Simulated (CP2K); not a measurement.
The C K edge of chloroform was computed by TDDFT (CP2K XAS_TDP, aug-pc-2, TDA) at these levels: PBE, PBEh(45%) and PBEh(45%) + GW2X. The first three lines of C2 (bonded to 3 Cl and H) with a strength over 0.0015, energy in eV and strength:

| run | first | second | third |
| --- | --- | --- | --- |
| 1 | 290.12 (0.179) | 292.68 (0.018) | 294.48 (0.002) |
| 2 | 285.78 (0.182) | 288.34 (0.018) | 290.14 (0.002) |
| 3 | 272.61 (0.010) | 273.32 (0.079) | 273.43 (0.005) |

Q: Which run is which?

Run 1: PBEh(45%) + GW2X (45 % exact exchange). Run 2: PBEh(45%) (45 % exact exchange). Run 3: PBE (0 % exact exchange). Self-interaction lifts the core level, so the uncorrected lines rise with the share of exact exchange. The GW2X run keeps the spacings of its parent: 2.56 eV between the first two lines in run 1, 2.56 eV in run 2. Its shift is +4.34 eV, since the Kohn–Sham level at this share of exchange lies that far above the quasiparticle level.

[Hosts, paths, dates, database ids (printed as entryN), source tags and the programs' standing remarks are cut or masked in the printed files.]
